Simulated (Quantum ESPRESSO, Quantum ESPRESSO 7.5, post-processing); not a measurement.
**Thickness dependence of 1T-PtS2**

Wanted: polarisability and band edges of 1T-PtS2, layer by layer.

Main program and level: Quantum ESPRESSO 7.5; plane-wave DFT, PBE, GBRV ultrasoft pseudopotentials (geometry by pw.x at PBE-D3(BJ), GBRV ultrasoft).

Most raw output is cut from this account.

## 1. The starting structure

The cell holds 3 atoms: 2 S and 1 Pt. Cell: a = 3.570 Å, b = 3.570 Å, c = 19.014 Å, α = 90.0°, β = 90.0°, γ = 120.0°. It derives from PtS2. Vacuum lies along c.

## 2. Relaxing cell and ions, 1 layer

Cell and atoms are relaxed with a D3(BJ) correction; only the in-plane cell moves (cell_dofree = 2Dxy), and the cutoff is raised for the stress.

Contents of n1.relax.in:

```
&control
  prefix = 'n1.relax'
  outdir = './out'
  pseudo_dir = './pseudo'
  nstep = 50
  forc_conv_thr = 0.0004
  calculation = 'vc-relax'
  etot_conv_thr = 1e-06
/
&system
  ibrav = 0
  nat = 3
  ntyp = 2
  ecutwfc = 50
  ecutrho = 250
  vdw_corr = 'grimme-d3'
  dftd3_version = 4
  occupations = 'smearing'
  smearing = 'fd'
  degauss = 0.004
/
&electrons
  conv_thr = 1e-09
  mixing_beta = 0.4
  electron_maxstep = 120
  mixing_mode = 'plain'
/
&ions
/
&cell
  cell_dofree = '2Dxy'
  press_conv_thr = 0.3
/
ATOMIC_SPECIES
  S   32.0600  s_pbe_v1.4.uspp.F.UPF
  Pt  195.0840  pt_pbe_v1.4.uspp.F.UPF
CELL_PARAMETERS angstrom
  3.57000000000000 0.00000000000000 0.00000000000000
  -1.78500000000000 3.09171069151045 0.00000000000000
  0.00000000000000 0.00000000000000 19.01408639338038
ATOMIC_POSITIONS crystal
  S   0.666666666667 0.333333333333 0.447036992688
  Pt  0.000000000000 0.000000000000 0.500000000000
  S   0.333333333333 0.666666666667 0.552963007312
K_POINTS automatic
  12 12 1 0 0 0
```

Started as:

```sh
$ OMP_NUM_THREADS=1 mpirun -n 4 pw.x -nk 4 -in n1.relax.in > n1.relax.out
```

The job ended after 13 min (4 MPI ranks of Intel Xeon at 2.50GHz (Skylake/Cascade Lake), shared host; peak memory 0.77 GiB; 37 min of CPU time).

The steps of the relaxation:

```csv
step,energy less that of the first step (eV),largest force (eV/Å),volume (Å³)
1,0.0000,3.0632,209.87
2,-0.3865,1.8142,213.52
3,-0.5727,0.6794,216.33
4,-0.6029,0.1933,216.74
5,-0.6123,0.0444,215.95
6,-0.6248,0.0700,214.20
7,-0.6389,0.1380,211.41
8,-0.6499,0.1222,207.28
9,-0.6512,0.0489,206.31
10,-0.6514,0.0059,206.30
11,-0.6514,0.0000,206.38
12,-0.6512,0.0000,206.38
```

```csv
cell as run,before,after,change
a (Å),3.570,3.540,-0.8 %
b (Å),3.570,3.540,-0.8 %
```

The atoms that moved most (Å, along periodic axes as changes of fractional coordinates times the final cell, across vacuum about the mean position):

```csv
atom,dx,dy,dz,length
S3,0.000,0.000,0.234,0.234
S1,0.000,0.000,-0.234,0.234
```

The relaxed structure:

```xyz
3
Lattice="3.5402 0.0000 0.0000 -1.7701 3.0659 0.0000 0.0000 0.0000 19.0141" Properties=species:S:1:pos:R:3
S     1.7701    1.0220    8.2663
Pt    0.0000    0.0000    9.5070
S     0.0000    2.0440   10.7478
```

 The last row is no step: it is a fresh SCF in the final cell with a new plane-wave basis, +0 meV from the row before.

This step gave:

```
free energy  : -3524.3269 eV
Fermi energy : -1.105 eV
```

## 3. Ground state, 1 layer: no field

The zero-field run is the reference. tefield and dipfield are on already, so that all runs share k-points and boundary.

Level of this step: plane-wave DFT, PBE, GBRV ultrasoft pseudopotentials (Quantum ESPRESSO 7.5).

Contents of n1.f0.in:

```
&control
  prefix = 'n1.f0'
  outdir = './out'
  pseudo_dir = './pseudo'
  calculation = 'scf'
  tprnfor = .true.
  tefield = .true.
  dipfield = .true.
/
&system
  ibrav = 0
  nat = 3
  ntyp = 2
  ecutwfc = 40
  ecutrho = 200
  occupations = 'smearing'
  smearing = 'fd'
  degauss = 0.004
  edir = 3
  emaxpos = 0.97
  eopreg = 0.04
  eamp = 0.0
  nbnd = 18
/
&electrons
  conv_thr = 1e-09
  mixing_beta = 0.4
  electron_maxstep = 120
  mixing_mode = 'plain'
/
ATOMIC_SPECIES
  S   32.0600  s_pbe_v1.4.uspp.F.UPF
  Pt  195.0840  pt_pbe_v1.4.uspp.F.UPF
CELL_PARAMETERS angstrom
  3.54023649300000 0.00000000000000 0.00000000000000
  -1.77011824700000 3.06593473900000 0.00000000000000
  0.00000000000000 0.00000000000000 19.01408639300000
ATOMIC_POSITIONS crystal
  S   0.666666666700 0.333333333300 0.434745203300
  Pt  0.000000000000 0.000000000000 0.500000000000
  S   0.333333333300 0.666666666700 0.565254796700
K_POINTS automatic
  12 12 1 0 0 0
```

Started as:

```sh
$ OMP_NUM_THREADS=1 mpirun -n 4 pw.x -nk 4 -in n1.f0.in > n1.f0.out
```

The job ended after 2.9 min (4 MPI ranks; peak memory 0.63 GiB; 9.5 min of CPU time).

Read from the output:

| Quantity | Value |
| --- | --- |
| free energy | -3523.4837 eV |
| dipole along the normal | 0 e·Å |
| valence top, on the run's zero | -2.044 eV |
| conduction bottom, on the run's zero | -0.2235 eV |
| gap by band count | 1.821 eV |

The run needed 13 iterations to bring the estimated error under 1e-09 Ry; the largest force on any atom, held or free, is 0.08 eV/Å.

## 4. Electrostatic potential, 1 layer

plot_num = 11 writes the bare and Hartree potential. It leaves out exchange and correlation, which fade slowly, so it flattens close to the surface.

Contents of n1.f0.pot.in:

```
&inputpp
  prefix = 'n1.f0'
  outdir = './out'
  filplot = 'n1.f0.pot.dat'
  plot_num = 11
/
```

Started as:

```sh
$ OMP_NUM_THREADS=1 mpirun -n 4 pp.x -in n1.f0.pot.in > n1.f0.pot.out
```

Elapsed: 4.8 s, on 4 MPI ranks; peak memory 0.29 GiB.

This step gave:

```
slope of the potential above                                          : 3.72e-5 eV/Å
upper vacuum line continued to the top atoms, over the valence top    : 6.357 eV
slope of the potential below                                          : -2.59e-5 eV/Å
lower vacuum line continued to the bottom atoms, over the valence top : 6.357 eV
vacuum level at the upper face over the valence top of the mesh       : 6.357 eV
vacuum level at the lower face over the valence top of the mesh       : 6.357 eV
```

Electrostatic potential energy of an electron, with the sawtooth; zero at the highest filled level of the SCF mesh. Table of potential energy, planar mean by z:

```csv
z (Å),"potential energy, planar mean (eV)"
0,6.36
1,6.36
2,6.36
3,6.36
4,6.36
5,6.35
6,6.32
7,5.51
8,-7.04
9,-10.1
10,-10.3
11,-7.27
12,5.47
13,6.31
14,6.35
15,6.36
16,6.36
17,6.36
18,6.36
```

## 5. SCF with pw.x, 1 layer: field 0.1 V/Å

eamp is the field in Hartree atomic units (1 a.u. = 51.42 V/Å). With dipfield on, it is the field in the vacuum beside an isolated sheet. The run starts from the density of the one before.

n1.f1.in is the input of step 3 with these lines changed:

```diff
@@ -1,3 +1,3 @@
 &control
-  prefix = 'n1.f0'
+  prefix = 'n1.f1'
   outdir = './out'
@@ -21,3 +21,3 @@
   eopreg = 0.04
-  eamp = 0.0
+  eamp = 0.00194469
   nbnd = 18
@@ -29,2 +29,3 @@
   mixing_mode = 'plain'
+  startingpot = 'file'
 /
```

Started as:

```sh
$ cp -r out/n1.f0.save out/n1.f1.save
$ OMP_NUM_THREADS=1 mpirun -n 4 pw.x -nk 4 -in n1.f1.in > n1.f1.out
```

Wall time 1.9 min (4 MPI ranks); peak memory 0.61 GiB; 7.1 min of CPU time.

Numbers from this step:

- free energy: -3523.4851 eV
- Fermi energy: -1.091 eV
- dipole along the normal: 0.02673 e·Å
- valence top, on the run's zero: -2.030 eV
- conduction bottom, on the run's zero: -0.2094 eV

## 6. SCF with pw.x, 1 layer: field −0.1 V/Å

The field is reversed. With a mirror plane this checks symmetry and convergence alone; for a polar sheet it tests linearity.

n1.f2.in is the input of step 5 with these lines changed:

```diff
@@ -1,3 +1,3 @@
 &control
-  prefix = 'n1.f1'
+  prefix = 'n1.f2'
   outdir = './out'
@@ -21,3 +21,3 @@
   eopreg = 0.04
-  eamp = 0.00194469
+  eamp = -0.00194469
   nbnd = 18
```

Started as:

```sh
$ cp -r out/n1.f0.save out/n1.f2.save
$ OMP_NUM_THREADS=1 mpirun -n 4 pw.x -nk 4 -in n1.f2.in > n1.f2.out
```

Elapsed: 2.2 min, on 4 MPI ranks; peak memory 0.63 GiB; 7.7 min of CPU time.

This step gave:

* Fermi energy: -1.120 eV
* dipole along the normal: -0.02673 e·Å
* valence top, on the run's zero: -2.059 eV
* conduction bottom, on the run's zero: -0.2385 eV

## 7. Potential by pp.x, 1 layer

Contents of n1.f1.pot.in:

```
&inputpp
  prefix = 'n1.f1'
  outdir = './out'
  filplot = 'n1.f1.pot.dat'
  plot_num = 11
/
```

Started as:

```sh
$ OMP_NUM_THREADS=1 mpirun -n 4 pp.x -in n1.f1.pot.in > n1.f1.pot.out
```

It took 3.9 s on 4 MPI ranks; peak memory 0.17 GiB; 9 s of CPU time.

This step gave:

```
slope of the potential above                                          : 0.1000 eV/Å
upper vacuum line continued to the top atoms, over the valence top    : 6.259 eV
slope of the potential below                                          : 0.09997 eV/Å
lower vacuum line continued to the bottom atoms, over the valence top : 6.456 eV
```

The slope in the vacuum is 0.100 eV/Å for an applied 0.10 V/Å, as it should be.

## 8. Bands along a path, 1 layer: no field

A bands run reads the converged density and follows the path given under K_POINTS.

n1.f0.bands.in is the input of step 6 with these lines changed:

```diff
@@ -1,7 +1,6 @@
 &control
-  prefix = 'n1.f2'
+  prefix = 'n1.f0.bands'
   outdir = './out'
   pseudo_dir = './pseudo'
-  calculation = 'scf'
-  tprnfor = .true.
+  calculation = 'bands'
   tefield = .true.
@@ -21,3 +20,3 @@
   eopreg = 0.04
-  eamp = -0.00194469
+  eamp = 0.0
   nbnd = 18
@@ -25,7 +24,6 @@
 &electrons
-  conv_thr = 1e-09
+  conv_thr = 1e-07
   mixing_beta = 0.4
   electron_maxstep = 120
-  mixing_mode = 'plain'
-  startingpot = 'file'
+  mixing_mode = 'local-TF'
 /
@@ -42,3 +40,7 @@
   S   0.333333333300 0.666666666700 0.565254796700
-K_POINTS automatic
-  12 12 1 0 0 0
+K_POINTS crystal_b
+4
+  0.0000000000 0.0000000000 0.0000000000 12
+  0.5000000000 0.0000000000 0.0000000000 12
+  0.3333333333 0.3333333333 0.0000000000 12
+  0.0000000000 0.0000000000 0.0000000000 1
```

Started as:

```sh
$ cp -r out/n1.f0.save out/n1.f0.bands.save
$ cp out/n1.f0.xml out/n1.f0.bands.xml
$ OMP_NUM_THREADS=1 mpirun -n 4 pw.x -nk 4 -in n1.f0.bands.in > n1.f0.bands.out
```

The job ended after 42 s (4 MPI ranks; peak memory 0.33 GiB; 2.5 min of CPU time).

This step gave:

```
dipole along the normal              : 0 e·Å
valence top, on the run's zero       : -2.044 eV
conduction bottom, on the run's zero : -0.2234 eV
```

Band numbers count within the set of bands kept for display. The electronic bands at the labelled points (eV, zero at the highest filled level of the SCF mesh; v1 is the highest filled band, c1 the lowest empty one):

```csv
point,v4,v3,v2,v1,c1,c2,c3,c4
Γ,-0.81,-0.70,-0.23,-0.23,3.26,3.26,5.37,5.75
halfway,-2.02,-0.43,-0.35,-0.15,1.82,2.82,6.24,6.61
M,-2.11,-1.96,-1.67,-1.42,2.90,3.03,5.54,6.75
halfway,-2.23,-2.23,-1.10,-0.73,2.33,2.68,6.26,7.83
K,-2.46,-2.29,-0.69,-0.69,2.19,2.19,6.89,8.97
halfway,-2.06,-0.80,-0.46,0.00,2.11,2.23,6.85,6.95
Γ,-0.81,-0.70,-0.23,-0.23,3.26,3.26,5.37,5.75
```

Along this path the valence top lies between K and Γ and the conduction bottom between Γ and M.

## 9. Polarisability from the dipole between 0 and 0.1 V/A, 1 layer

Read from the output:

| Quantity | Value |
| --- | --- |
| change of slope in the vacuum | 0.09999 eV/Å |
| polarisability a cell | 3.850 Å³ |
| sheet polarisability 4πα/A | 4.457 Å |

The change of the potential energy, second field less first by z:

```csv
z (Å),"change of the potential energy, second field less first (eV)"
0.0,-0.363
0.5,-0.677
1.0,-0.627
1.5,-0.577
2.0,-0.527
2.5,-0.477
3.0,-0.427
3.5,-0.377
4.0,-0.327
4.5,-0.277
5.0,-0.227
5.5,-0.178
6.0,-0.130
6.5,-0.0844
7.0,-0.0459
7.5,-0.0200
8.0,-0.00714
8.5,-0.00191
9.0,-0.00102
9.5,-1.6e-5
10.0,0.00100
10.5,0.00189
11.0,0.00707
11.5,0.0198
12.0,0.0457
12.5,0.0843
13.0,0.130
13.5,0.178
14.0,0.228
14.5,0.277
15.0,0.327
15.5,0.377
16.0,0.427
16.5,0.477
17.0,0.527
17.5,0.577
18.0,0.627
18.5,0.557
```

## 10. Relaxing cell and ions, 2 layers

Level of this step: plane-wave DFT, PBE-D3(BJ), GBRV ultrasoft pseudopotentials (Quantum ESPRESSO 7.5).

System of this step: 1T-PtS2, 2 layers, AA stacking. The cell holds 6 atoms: 4 S and 2 Pt. Cell: a = 3.570 Å, b = 3.570 Å, c = 24.328 Å, α = 90.0°, β = 90.0°, γ = 120.0°. It derives from PtS2. Vacuum lies along c.

Contents of n2.relax.in:

```
&control
  prefix = 'n2.relax'
  outdir = './out'
  pseudo_dir = './pseudo'
  nstep = 50
  forc_conv_thr = 0.0004
  calculation = 'vc-relax'
  etot_conv_thr = 1e-06
/
&system
  ibrav = 0
  nat = 6
  ntyp = 2
  ecutwfc = 50
  ecutrho = 250
  vdw_corr = 'grimme-d3'
  dftd3_version = 4
  occupations = 'smearing'
  smearing = 'fd'
  degauss = 0.004
/
&electrons
  conv_thr = 1e-09
  mixing_beta = 0.4
  electron_maxstep = 120
  mixing_mode = 'plain'
/
&ions
/
&cell
  cell_dofree = '2Dxy'
  press_conv_thr = 0.3
/
ATOMIC_SPECIES
  S   32.0600  s_pbe_v1.4.uspp.F.UPF
  Pt  195.0840  pt_pbe_v1.4.uspp.F.UPF
CELL_PARAMETERS angstrom
  3.57000000000000 0.00000000000000 0.00000000000000
  -1.78500000000000 3.09171069151045 0.00000000000000
  0.00000000000000 0.00000000000000 24.32817278676077
ATOMIC_POSITIONS crystal
  S   0.666666666667 0.333333333333 0.349389165989
  Pt  0.000000000000 0.000000000000 0.390783281590
  S   0.333333333333 0.666666666667 0.432177397190
  S   0.666666666667 0.333333333333 0.567822602810
  Pt  0.000000000000 0.000000000000 0.609216718410
  S   0.333333333333 0.666666666667 0.650610834011
K_POINTS automatic
  12 12 1 0 0 0
```

Started as:

```sh
$ OMP_NUM_THREADS=1 mpirun -n 4 pw.x -nk 4 -in n2.relax.in > n2.relax.out
```

It took 61 min on 4 MPI ranks; peak memory 1 GiB; 3.2 h of CPU time.

Relaxation path (22 of 24):

```csv
step,energy less that of the first step (eV),largest force (eV/Å),volume (Å³)
1,0.0000,3.1062,268.52
2,-0.8272,1.7057,275.83
3,-1.1354,0.6129,280.20
4,-1.1874,0.2785,279.70
5,-1.2411,0.1081,276.53
6,-1.2906,0.2638,270.64
8,-1.3188,0.0621,264.50
9,-1.3191,0.0340,264.66
10,-1.3194,0.0480,264.80
11,-1.3197,0.0588,264.91
12,-1.3203,0.0703,265.05
13,-1.3213,0.0828,265.21
14,-1.3227,0.0970,265.41
15,-1.3249,0.1129,265.68
16,-1.3282,0.1307,266.03
17,-1.3330,0.1491,266.51
19,-1.3442,0.1484,268.04
20,-1.3456,0.1171,268.04
21,-1.3482,0.0063,267.29
22,-1.3483,0.0013,267.06
23,-1.3483,0.0005,267.04
24,-1.3481,0.0003,267.04
```

```csv
cell as run,before,after,change
a (Å),3.570,3.560,-0.3 %
b (Å),3.570,3.560,-0.3 %
```

The atoms that moved most (Å, along periodic axes as changes of fractional coordinates times the final cell, across vacuum about the mean position):

```csv
atom,dx,dy,dz,length
S4,0.000,0.000,-0.466,0.466
S3,0.000,0.000,0.466,0.466
Pt2,0.000,0.000,0.263,0.263
Pt5,0.000,0.000,-0.263,0.263
S6,0.000,0.000,-0.029,0.029
S1,0.000,0.000,0.029,0.029
```

 The last row is no step: it is a fresh SCF in the final cell with a new plane-wave basis, +0 meV from the row before.

Numbers from this step:

* free energy: -7048.9348 eV
* Fermi energy: 1.534 eV

## 11. SCF with pw.x, 2 layers: no field

Level of this step: plane-wave DFT, PBE, GBRV ultrasoft pseudopotentials (Quantum ESPRESSO 7.5).

Contents of n2.f0.in:

```
&control
  prefix = 'n2.f0'
  outdir = './out'
  pseudo_dir = './pseudo'
  calculation = 'scf'
  tprnfor = .true.
  tefield = .true.
  dipfield = .true.
/
&system
  ibrav = 0
  nat = 6
  ntyp = 2
  ecutwfc = 40
  ecutrho = 200
  occupations = 'smearing'
  smearing = 'fd'
  degauss = 0.004
  edir = 3
  emaxpos = 0.97
  eopreg = 0.04
  eamp = 0.0
  nbnd = 32
/
&electrons
  conv_thr = 1e-09
  mixing_beta = 0.4
  electron_maxstep = 120
  mixing_mode = 'plain'
/
ATOMIC_SPECIES
  S   32.0600  s_pbe_v1.4.uspp.F.UPF
  Pt  195.0840  pt_pbe_v1.4.uspp.F.UPF
CELL_PARAMETERS angstrom
  3.56014730000000 0.00000000000000 0.00000000000000
  -1.78007365000000 3.08317800300000 0.00000000000000
  0.00000000000000 0.00000000000000 24.32817278700000
ATOMIC_POSITIONS crystal
  S   0.666666666700 0.333333333300 0.350596841000
  Pt  0.000000000000 0.000000000000 0.401577470500
  S   0.333333333300 0.666666666700 0.451322005300
  S   0.666666666700 0.333333333300 0.548677994700
  Pt  0.000000000000 0.000000000000 0.598422529500
  S   0.333333333300 0.666666666700 0.649403159000
K_POINTS automatic
  12 12 1 0 0 0
```

Started as:

```sh
$ OMP_NUM_THREADS=1 mpirun -n 4 pw.x -nk 4 -in n2.f0.in > n2.f0.out
```

Wall time 6.1 min (4 MPI ranks); peak memory 0.92 GiB; 23 min of CPU time.

This step gave:

| Item | Value |
| --- | --- |
| free energy | -7046.8696 eV |
| dipole along the normal | -2.08e-5 e·Å |
| valence top, on the run's zero | 1.129 eV |
| conduction bottom, on the run's zero | 1.945 eV |
| gap by band count | 0.8160 eV |

## 12. Electrostatic potential, 2 layers

Contents of n2.f0.pot.in:

```
&inputpp
  prefix = 'n2.f0'
  outdir = './out'
  filplot = 'n2.f0.pot.dat'
  plot_num = 11
/
```

Started as:

```sh
$ OMP_NUM_THREADS=1 mpirun -n 4 pp.x -in n2.f0.pot.in > n2.f0.pot.out
```

Wall time 4.8 s (4 MPI ranks); peak memory 0.28 GiB.

Read from the output:

* slope of the potential above: 3.22e-5 eV/Å
* upper vacuum line continued to the top atoms, over the valence top: 5.554 eV
* slope of the potential below: -2.63e-5 eV/Å
* lower vacuum line continued to the bottom atoms, over the valence top: 5.554 eV
* vacuum level at the upper face over the valence top of the mesh: 5.554 eV
* vacuum level at the lower face over the valence top of the mesh: 5.554 eV

## 13. SCF with pw.x, 2 layers: field 0.1 V/Å

n2.f1.in is the input of step 11 with these lines changed:

```diff
@@ -1,3 +1,3 @@
 &control
-  prefix = 'n2.f0'
+  prefix = 'n2.f1'
   outdir = './out'
@@ -21,3 +21,3 @@
   eopreg = 0.04
-  eamp = 0.0
+  eamp = 0.00194469
   nbnd = 32
@@ -29,2 +29,3 @@
   mixing_mode = 'plain'
+  startingpot = 'file'
 /
```

Started as:

```sh
$ cp -r out/n2.f0.save out/n2.f1.save
$ OMP_NUM_THREADS=1 mpirun -n 4 pw.x -nk 4 -in n2.f1.in > n2.f1.out
```

Run time: 6.4 min. Hardware: 4 MPI ranks; peak memory 0.92 GiB; 24 min of CPU time.

Numbers from this step:

* free energy: -7046.8723 eV
* Fermi energy: 1.549 eV
* dipole along the normal: 0.05417 e·Å
* valence top, on the run's zero: 1.144 eV
* conduction bottom, on the run's zero: 1.959 eV
* gap by band count: 0.8155 eV

## 14. Potential by pp.x, 2 layers

Contents of n2.f1.pot.in:

```
&inputpp
  prefix = 'n2.f1'
  outdir = './out'
  filplot = 'n2.f1.pot.dat'
  plot_num = 11
/
```

Started as:

```sh
$ OMP_NUM_THREADS=1 mpirun -n 4 pp.x -in n2.f1.pot.in > n2.f1.pot.out
```

The job ended after 3.9 s (4 MPI ranks; peak memory 0.17 GiB).

This step gave:

| Property | Result |
| --- | --- |
| slope of the potential above | 0.1000 eV/Å |
| upper vacuum line continued to the top atoms, over the valence top | 5.472 eV |
| slope of the potential below | 0.09997 eV/Å |
| lower vacuum line continued to the bottom atoms, over the valence top | 5.638 eV |

The slope in the vacuum is 0.100 eV/Å for an applied 0.10 V/Å, as it should be.

(Continued in part 2 of 2.)

[Logs are printed without paths, hosts, clocks, repeated set-up lines and the standing remarks that a program may print on its own settings, such as how far it seeks lower states.]

[Hosts, paths, dates, database ids (printed as entryN), source tags and the programs' standing remarks are cut or masked in the printed files.]

[Maps of the electrostatic potential energy from Ansatz leave out the sawtooth potential of an applied field or a dipole correction, so their vacuum need not be flat; planar profiles and work functions include it.]
